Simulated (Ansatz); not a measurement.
# H on Mg(0001): change of the work function

Wanted: Δφ(θ) for H/Mg(0001), starting from the fcc site.

Program: Ansatz 0.2.0. Level of theory: plane-wave DFT, PBE, Ansatz PAW. Results are calculated unless marked as measured.

### 1. The starting structure

The cell holds 4 atoms: 4 Mg. Its edges and angles: a = 3.210 Å, b = 3.210 Å, c = 25.820 Å, α = 90.0°, β = 90.0°, γ = 60.0°. Vacuum lies along c.

### 2. The clean slab

The bare slab comes first, as the zero from which every change is counted. The two lowest layers are held at bulk places and the upper ones relax. The dipole correction removes the false field that a one-sided slab makes across the periodic vacuum, so each face gets a flat vacuum level of its own.

Input file input.yaml:

```yaml
crystal:
  lattice:
    - [3.21, 0.0, 0.0]
    - [1.605, 2.7799415461, 0.0]
    - [0.0, 0.0, 25.81956]
  atoms:
    - { symbol: Mg, position: [0.6666666667, 0.6666666667, 0.3485729424] }
    - { symbol: Mg, position: [0.0, 0.0, 0.4495243141] }
    - { symbol: Mg, position: [0.6666666667, 0.6666666667, 0.5504756859] }
    - { symbol: Mg, position: [0.0, 0.0, 0.6514270576] }
kpoints:
  mp_grid: { grid: [12, 12, 1] }
hamiltonian:
  xc: pbe
scf:
  occupations: { method: fermi_dirac, width: 0.1 }
  convergence: { dr2_threshold: 1.0e-08 }
efield:
  axis: 3
  dipole_correction: true
  ramp_position: 0.97
  ramp_width: 0.06
relax:
  f_tol: 0.02
  max_steps: 60
  constraints: [{ sites: [0, 1] }]
output:
  write_potential: true
  write_density: true
  volumetric_format: npy
```

On the command line:

```sh
$ ansatz run input.yaml --threads 2 --pin off --max-ram 3072MiB --backend cpu --events-out ev --progress --plain --runs-dir out
```

Numbers of over 12 decimals in the logs are rounded to 6 here.

What it wrote:

```text
Engine: ansatz 0.2.0, aarch64-unknown-linux-gnu
Pseudopotentials: kind: paw
Pseudopotential: Mg, paw, valence charge 10, recommended cutoff 420 eV (normal), Mg.paw.azcp
Functional definition: PBE
  parameter kappa = 0.804
  parameter beta = 0.066725
  exchange = pbe_x(kappa = kappa, mu = beta*pi^2/3)
  correlation = pbe_c(beta = beta)
Crystal: 4 atoms, lattice volume = 230.404 Å³
Basis set: ecut = 420 eV, 4575 PW (Γ), exchange–correlation on 48×48×360 points (8 copies of the dense FFT grid, shifted against one another)
Bands: 24, of which v1, the nominal top of the filled ones, is band 20 counted from 1 (19 counted from 0)
Symmetry: 6 space group operations
k-points: 19 of 144 (time reversal used)
Non-local potential: Mg, projectors of the file, l = 0: 3, l = 1: 2, l = 2: 1
PAW form: soft (Blöchl's): semilocal exchange-correlation on the pseudo side does not see the compensation charge
PAW one-centre angular grid: Mg, 110 points (default); XC on 64 Gauss nodes
Initial density: superposition of atomic densities (neutral atoms: chi_scale 0, normalization atom), corrected by the library's trained network
Initial wavefunctions: pseudopotential atomic-orbital guess
Functional: x = pbe(κ = 0.804, μ = 0.219515), c = pbe(β = 0.066725)
SCF iter   1: F=—  HF=-7694.613554 eV  |F-HF|=—  |Δ(HF+E_count)|=         —  Δρ=7.47e-4  dr2=5.39e-3  ethr=1.77e-3  p=0.000 e·Å  D=2.46e-14 V/Å  ΔV_dip=-0.00 eV  dr2_dipole=1.19e-8  V_vac-E_F(+/−)=3.79/3.79 eV  ⟨swp⟩=8.1  Hψ=2477  notcnv=0
efield: sawtooth ramp at fractional position 0.9700 (set: `efield.ramp_position`, or a place that a band, a saddle search or an elastic batch's reference lends), width 0.0600; the density the first Hamiltonian is built on has a dipole p = 0.000 e·Å; the dipole correction subtracts the counter field D = 2.46e-14 V/Å, which shifts the + side's vacuum level by -0.00 eV against the − side's; the planar-averaged density in the ramp window peaks in size at 1.5e-5 e/Å³
preconditioner: auto → LDOS  [metal: Δε(μ)=0.163 eV  Ē_g=4.548 eV  σ=0.100 eV  W_gap=0.39  n_scr=16 (ndim 8)  ℏωp=6.9 eV  f_vac=0.528  D(μ)=2.23/eV (n_scr^D=10)  β→1.0]
SCF iter   2: F=—  HF=-7694.613892 eV  |F-HF|=—  |Δ(HF+E_count)|=   3.38e-4  Δρ=2.82e-4  dr2=3.90e-4  ethr=1.35e-5  p=0.000 e·Å  D=1.21e-5 V/Å  ΔV_dip=-0.00 eV  dr2_dipole=1.36e-8  V_vac-E_F(+/−)=3.82/3.82 eV  ⟨swp⟩=2.1  Hψ=706  notcnv=0
SCF iter   3: F=—  HF=-7694.613926 eV  |F-HF|=—  |Δ(HF+E_count)|=   3.33e-5  Δρ=9.30e-5  dr2=4.23e-5  ethr=9.74e-7  p=-0.000 e·Å  D=-5.84e-8 V/Å  ΔV_dip=0.00 eV  dr2_dipole=1.53e-10  V_vac-E_F(+/−)=3.80/3.80 eV  ⟨swp⟩=2.3  Hψ=617  notcnv=0
SCF iter   4: F=—  HF=-7694.613948 eV  |F-HF|=—  |Δ(HF+E_count)|=   2.23e-5  Δρ=2.68e-5  dr2=4.91e-6  ethr=1.06e-7  p=-0.000 e·Å  D=-1.95e-7 V/Å  ΔV_dip=0.00 eV  dr2_dipole=4.52e-11  V_vac-E_F(+/−)=3.79/3.79 eV  ⟨swp⟩=2.0  Hψ=527  notcnv=0
SCF iter   5: F=—  HF=-7694.613928 eV  |F-HF|=—  |Δ(HF+E_count)|=   1.99e-5  Δρ=6.90e-6  dr2=4.91e-7  ethr=1.23e-8  p=-0.000 e·Å  D=-1.86e-7 V/Å  ΔV_dip=0.00 eV  dr2_dipole=4.79e-11  V_vac-E_F(+/−)=3.79/3.79 eV  ⟨swp⟩=2.1  Hψ=509  notcnv=0
SCF iter   6: F=—  HF=-7694.613928 eV  |F-HF|=—  |Δ(HF+E_count)|=   2.89e-7  Δρ=1.60e-6  dr2=2.03e-8  ethr=1.23e-9  p=-0.000 e·Å  D=-9.73e-8 V/Å  ΔV_dip=0.00 eV  dr2_dipole=1.13e-12  V_vac-E_F(+/−)=3.79/3.79 eV  ⟨swp⟩=2.0  Hψ=530  notcnv=0
SCF iter   7: F=-7694.613928 eV  HF=-7694.613928 eV  |F-HF|=7.69e-10  |Δ(HF+E_count)|=   7.80e-9  Δρ=3.80e-7  dr2=3.40e-10  ethr=2.50e-11  p=-0.000 e·Å  D=-8.33e-9 V/Å  ΔV_dip=0.00 eV  dr2_dipole=6.67e-13  V_vac-E_F(+/−)=3.79/3.79 eV  ⟨swp⟩=8.7  Hψ=2644  notcnv=0
SCF 1 converged in 7 iterations: F = -7694.613928 eV  dr2 = 3.40e-10
  greatest PAW one-centre occupation: 1.000 electrons in one spin orbital (limit 2), on the Mg atom at site 2 (counted from 0), in its partial waves of l = 0
relax step   1: F+E_penalty+E_count = -7694.61392834 eV  Δ(F+E_penalty+E_count) = +0.000e0 eV  max|allowed force component| = 4.415e-2 eV/Å  Δτ_max = 0.0000 Å  (7 SCF iters, accepted)
Initial density: handed on by an earlier stage of this run
Initial wavefunctions: those handed on with the density
iter 1 solved again at ethr=7.55e-6 eV; its pass at ethr=3.10e-3 eV (dr2=3.02e-3 eV) is discarded
SCF iter   1: F=—  HF=-7694.614722 eV  |F-HF|=—  |Δ(HF+E_count)|=         —  Δρ=2.19e-4  dr2=9.85e-4  ethr=7.55e-6  p=-0.000 e·Å  D=-2.46e-8 V/Å  ΔV_dip=0.00 eV  dr2_dipole=5.18e-5  V_vac-E_F(+/−)=3.79/3.79 eV  ⟨swp⟩=2.3  Hψ=1585  notcnv=0
efield: sawtooth ramp at fractional position 0.9700 (set: `efield.ramp_position`, or a place that a band, a saddle search or an elastic batch's reference lends), width 0.0600; the density the first Hamiltonian is built on has a dipole p = -0.000 e·Å; the dipole correction subtracts the counter field D = -2.46e-8 V/Å, which shifts the + side's vacuum level by +0.00 eV against the − side's; the planar-averaged density in the ramp window peaks in size at 3.7e-7 e/Å³
preconditioner: auto → LDOS  [metal: Δε(μ)=0.173 eV  Ē_g=4.535 eV  σ=0.100 eV  W_gap=0.41  n_scr=16 (ndim 8)  ℏωp=6.9 eV  f_vac=0.529  D(μ)=2.24/eV (n_scr^D=10)  β→1.0]
SCF iter   2: F=—  HF=-7694.614661 eV  |F-HF|=—  |Δ(HF+E_count)|=   6.12e-5  Δρ=7.35e-5  dr2=3.77e-5  ethr=2.46e-6  p=-0.000 e·Å  D=-6.75e-5 V/Å  ΔV_dip=0.00 eV  dr2_dipole=1.71e-6  V_vac-E_F(+/−)=3.79/3.79 eV  ⟨swp⟩=2.0  Hψ=503  notcnv=0
SCF iter   3: F=—  HF=-7694.614688 eV  |F-HF|=—  |Δ(HF+E_count)|=   2.78e-5  Δρ=2.08e-5  dr2=3.89e-6  ethr=9.43e-8  p=0.000 e·Å  D=9.60e-5 V/Å  ΔV_dip=-0.00 eV  dr2_dipole=1.74e-10  V_vac-E_F(+/−)=3.79/3.79 eV  ⟨swp⟩=2.0  Hψ=776  notcnv=0
SCF iter   4: F=—  HF=-7694.614664 eV  |F-HF|=—  |Δ(HF+E_count)|=   2.43e-5  Δρ=5.71e-6  dr2=4.02e-7  ethr=9.72e-9  p=0.000 e·Å  D=1.11e-4 V/Å  ΔV_dip=-0.00 eV  dr2_dipole=1.72e-8  V_vac-E_F(+/−)=3.79/3.79 eV  ⟨swp⟩=2.0  Hψ=522  notcnv=0
SCF iter   5: F=-7694.614664 eV  HF=-7694.614664 eV  |F-HF|=2.85e-9  |Δ(HF+E_count)|=   3.01e-8  Δρ=1.43e-6  dr2=7.85e-9  ethr=2.50e-11  p=0.000 e·Å  D=1.31e-4 V/Å  ΔV_dip=-0.00 eV  dr2_dipole=1.10e-9  V_vac-E_F(+/−)=3.79/3.79 eV  ⟨swp⟩=7.8  Hψ=2951  notcnv=0
SCF 2 converged in 5 iterations: F = -7694.614664 eV  dr2 = 7.85e-9
  greatest PAW one-centre occupation: 1.000 electrons in one spin orbital (limit 2), on the Mg atom at site 1 (counted from 0), in its partial waves of l = 0
relax step   2: F+E_penalty+E_count = -7694.61466413 eV  Δ(F+E_penalty+E_count) = -7.358e-4 eV  max|allowed force component| = 1.544e-2 eV/Å  Δτ_max = 0.0287 Å  (5 SCF iters, accepted)
NSCF: frozen V_eff on 19 k-points
the band table was solved once a step of the walk had ended and its energy, with any forces and stress, was formed, with the checks that follow a solve (2497 applications of the Hamiltonian). They found nothing against the state; the energy, forces and stress were not computed again (output.eigenvalues in the input reference)
WARN: The output density's exchange-correlation potential varies sharply where the density is thin. Do not read a vacuum level from v_tot or v_xc, or from such a field of the output density. On a cell that repeats whose density bears no net charge and no dipole along the vacuum's axis use v_es (v_loc + v_h of the components); under efield.dipole_correction with no amplitude use v_es + v_field, which holds any externa [...]
SCF converged after 5 iterations
Free energy (F): -7694.614664 eV
Harris-Foulkes:  -7694.614664 eV  (|F-HF|=2.85e-9)
Internal energy: -7694.543245 eV  (E = F + TS)
E sigma→0 (E₀):  -7694.578954 eV
Entropy (-TS):   -0.071420 eV (-17.855 meV/atom)
Fermi energy:    0.029478 eV
Dipole field:    D = 0.000172 V/Å  (p = 0.000219 e·Å, saw-weighted, corrected)
Work function:   Φ+ = 3.7873 eV   Φ− = 3.7918 eV
Levels:          The Fermi level and band energies are counted from a zero that moves with the ramp; work functions are not
--- Per-component energies (eV) ---
  E_band       = -1655.090316
  E_kinetic    = 297.500953
  E_local      = -32041.579430  (includes V_loc(G=0)·N_el)
  E_nonlocal   = 383.077104
  E_hartree    = 14982.417556
  E_xc         = -112.093321
  E_vxc        = -144.525410  (∫ρ·V_xc dr)
  E_paw        = -1170.697246  (= ΣΔE_a)
  E_vpaw       = -114.398191  (= ΣTr[D̂ρ^β])
  E_aug_tail   = -0.000015  (compensation charges beyond the density's cutoff)
  E_efield     = 0.000000  (sawtooth field / dipole correction)
  E_vefield    = -0.000058  (∫n·V_field dr)
  E_ewald      = 9966.831155
  E_smearing   = -0.071420  (= −TS)
  E_closure    = 0.000000  (closes the sum)
  Σ components = -7694.614664   (vs F -7694.614664, Δ=0.00e0)
--- Forces (eV/Å), atoms counted from 1 ---
  atom   1  Mg    -0.00000000     0.00000000    -0.04352532
  atom   2  Mg     0.00000000    -0.00000000     0.03942642
  atom   3  Mg    -0.00000000     0.00000000    -0.01135304
  atom   4  Mg     0.00000000    -0.00000000     0.01543568
  max |Σ_I F_I| component: 1.63e-5 eV/Å
--- Band table (eV; the first three rows and the last of 19) ---
  k-point 0: bands = [... 16 lower, -6.5118, -5.7358, -4.4563, -2.7079, -0.9499, 1.2324, 2.8336, 3.6962]
  k-point 1: bands = [... 16 lower, -6.3761, -5.6010, -4.3227, -2.5750, -0.8237, 1.3598, 2.9633, 3.8279]
  k-point 2: bands = [... 16 lower, -5.9704, -5.1979, -3.9232, -2.1781, -0.4451, 1.7374, 3.3475, 4.2198]
  k-point 18: bands = [... 16 lower, -0.2640, -0.2571, -0.2503, 0.4095, 0.4203, 0.4303, 1.5893, 2.1911]
--- Relaxed structure (2 steps of the walk, 2 accepted, 0 SCFs on fresh bases) ---
  F+E_penalty+E_count = -7694.61466413 eV   max|allowed force component| = 1.544e-2 eV/Å
  atoms:
    - { symbol: Mg, position: [0.666667, 0.666667, 0.348573] }
    - { symbol: Mg, position: [0.0, 0.0, 0.449524] }
    - { symbol: Mg, position: [0.666667, 0.666667, 0.550673] }
    - { symbol: Mg, position: [0, 0, 0.652538] }
```

Run time: 12 s. Hardware: 2 threads of Arm Neoverse N1, shared host; peak memory 0.48 GiB; 22 s of CPU time.

The steps of the relaxation:

```csv
step,energy less that of the first step (eV),largest force component (eV/Å)
1,0.0000,0.0442
2,-0.0007,0.0154
```

The run keeps the 6 symmetry operations that it works with, so distortions that break them were not tested.

The atoms that moved most (Å):

```csv
atom,dx,dy,dz,length
Mg4,0.000,0.000,0.029,0.029
Mg3,0.000,0.000,0.005,0.005
```

Final coordinates:

```xyz
4
Lattice="3.2100 0.0000 0.0000 1.6050 2.7799 0.0000 0.0000 0.0000 25.8196" Properties=species:S:1:pos:R:3
Mg    3.2100    1.8533    9.0000
Mg    0.0000    0.0000   11.6065
Mg    3.2100    1.8533   14.2181
Mg    0.0000    0.0000   16.8482
```

This step gave:

```yaml
energy_at_zero_smearing: -7694.5790 eV
work_function_upper_face: 3.787 eV
dipole_along_the_normal: 2.19e-4 e·Å
```

Running mean over 2.60652 Å of the planar mean; the ramp of the sawtooth is left out. Table of electron's electrostatic potential energy less the Fermi level by z:

```csv
z (Å),electron's electrostatic potential energy less the Fermi level (eV)
3.5,3.79
4.0,3.79
4.5,3.79
5.0,3.78
5.5,3.74
6.0,3.64
6.5,3.35
7.0,2.60
7.5,0.686
8.0,-2.09
8.5,-3.58
9.0,-4.02
9.5,-4.07
10.0,-4.04
10.5,-4.02
11.0,-4.01
11.5,-4.00
12.0,-3.99
12.5,-3.98
13.0,-3.98
13.5,-3.99
14.0,-4.00
14.5,-3.99
15.0,-3.95
15.5,-3.89
16.0,-3.97
16.5,-4.06
17.0,-3.95
17.5,-3.30
18.0,-1.31
18.5,1.45
19.0,2.90
19.5,3.47
20.0,3.68
20.5,3.75
21.0,3.78
21.5,3.78
22.0,3.79
22.5,3.79
```

The relaxation took 2 steps and lowered the energy by 7.4e-4 eV; the largest force on the free atoms ends at 0.015 eV/Å.

The work function of the upper face is 3.79 eV.

(Part 1 of 3 ends here.)

[Logs are printed without paths, hosts, clocks, repeated set-up lines and the standing remarks that a program may print on its own settings, such as how far it seeks lower states.]

[Hosts, paths, dates, database ids (printed as entryN), source tags and the programs' standing remarks are cut or masked in the printed files.]

[Maps of the electrostatic potential energy from Ansatz leave out the sawtooth potential of an applied field or a dipole correction, so their vacuum need not be flat; planar profiles and work functions include it.]
